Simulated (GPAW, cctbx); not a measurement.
## TlRu: what bonding does to one electron reflection, worked out

TlRu, P-6m2 (no. 187), a = 3.1299 Å, b = 3.1299 Å, c = 4.3552 Å, α = 90.00°, β = 90.00°, γ = 120.00°.

```
atom  mult.    x    y    z
 Tl1      1  2/3  1/3    0
 Ru1      1    0    0  1/2
```

The cell comes from substitution in a known structure type and wasn't matched to any measured phase.

A DFT run (GPAW, PBE, 450 eV, 9×9×5 k-points (along the axes of the calculation cell), Fermi–Dirac width 0.1 eV) gives the static X-ray structure factor of 001 as 35.581 e for the conventional cell; superposed free atoms give 35.701 e. **Problem.** Find the Fourier component V of the crystal potential and the two-beam extinction distance at 120 kV in both cases, then the holographic phase shift per nanometre.

## Step 1: Geometry

The cell volume is Ω = 36.95 Å³ and d(001) = 4.3552 Å, so g = 1/d = 0.2296 Å⁻¹.

## Step 2: The nuclei

Electrons feel nuclei as well as electrons, so the nuclear charges are summed with the same phases.

Phase sums Σ exp(2πi h·x), turned so that the total is real and positive: Tl +1.000, Ru -1.000. Then F_Z = 81 × (+1.000) + 44 × (-1.000) = 37.00 e. The electron term has the same sign for this reflection.

## Step 3: Mott–Bethe

Poisson's equation, term by term, gives V = (e/4πε₀)(F_Z − F)/(πΩg²), with e/4πε₀ = 14.3996 V Å.

The prefactor is 14.3996 × 4.3552²/(π × 36.95) = 2.35297 V per electron. Free atoms: (37.00 − 35.701) × 2.35297 = 3.057 V. Crystal: (37.00 − 35.581) × 2.35297 = 3.339 V. F changes by -0.34 % and V by +9.2 %: the same 0.12 e is measured against F_Z − F = 1.3 e in place of F = 35.7 e.

## Step 4: Extinction distance

In the two-beam case ξ = 1/(λU) with U = 2γm₀eV/h², that is ξ = 150.41 V Å²/(γλV).

At 120 kV, λ = 0.03349 Å and γ = 1.2348. Free atoms: ξ = 1190 Å. Crystal: ξ = 1089 Å. The thickness fringes go as sin²(πt/ξ), so the two patterns slip by a quarter of a period when t|1/ξ₁ − 1/ξ₀| = 1/4, at t ≈ 322 nm. Thermal motion, absorption and many-beam coupling, left out here, change a real pattern.

## Step 5: Phase shift

A slab run (normal [210], unrelaxed) gives a mean inner potential of 25.62 V; free atoms give 28.47 V. The phase shift is φ = C_E V₀ t, with C_E = (2π/λE)(E + m₀c²)/(E + 2m₀c²).

C_E = 8.638 × 10⁻³ rad/(V nm). The shift is 0.2213 rad/nm in the crystal and 0.2460 rad/nm for free atoms. A sample 50 nm thick gives φ = 11.06 rad; read with the free-atom value it would seem 45.0 nm thick.

## Step 6: Answer

V(001) is 3.34 V against 3.06 V, and ξ is 1089 against 1190 Å. The phase shift is 0.221 rad/nm, and free atoms would misjudge a thickness by -10 %. Limits: static atoms, two beams.

[Outputs are excerpts: Python notices, other lines and further rows are left out; steps that failed or that the build refused (PBEsol, TPSS) are not shown.]

[Logs are printed without paths, hosts, clocks, repeated set-up lines and the standing remarks that a program may print on its own settings, such as how far it seeks lower states.]
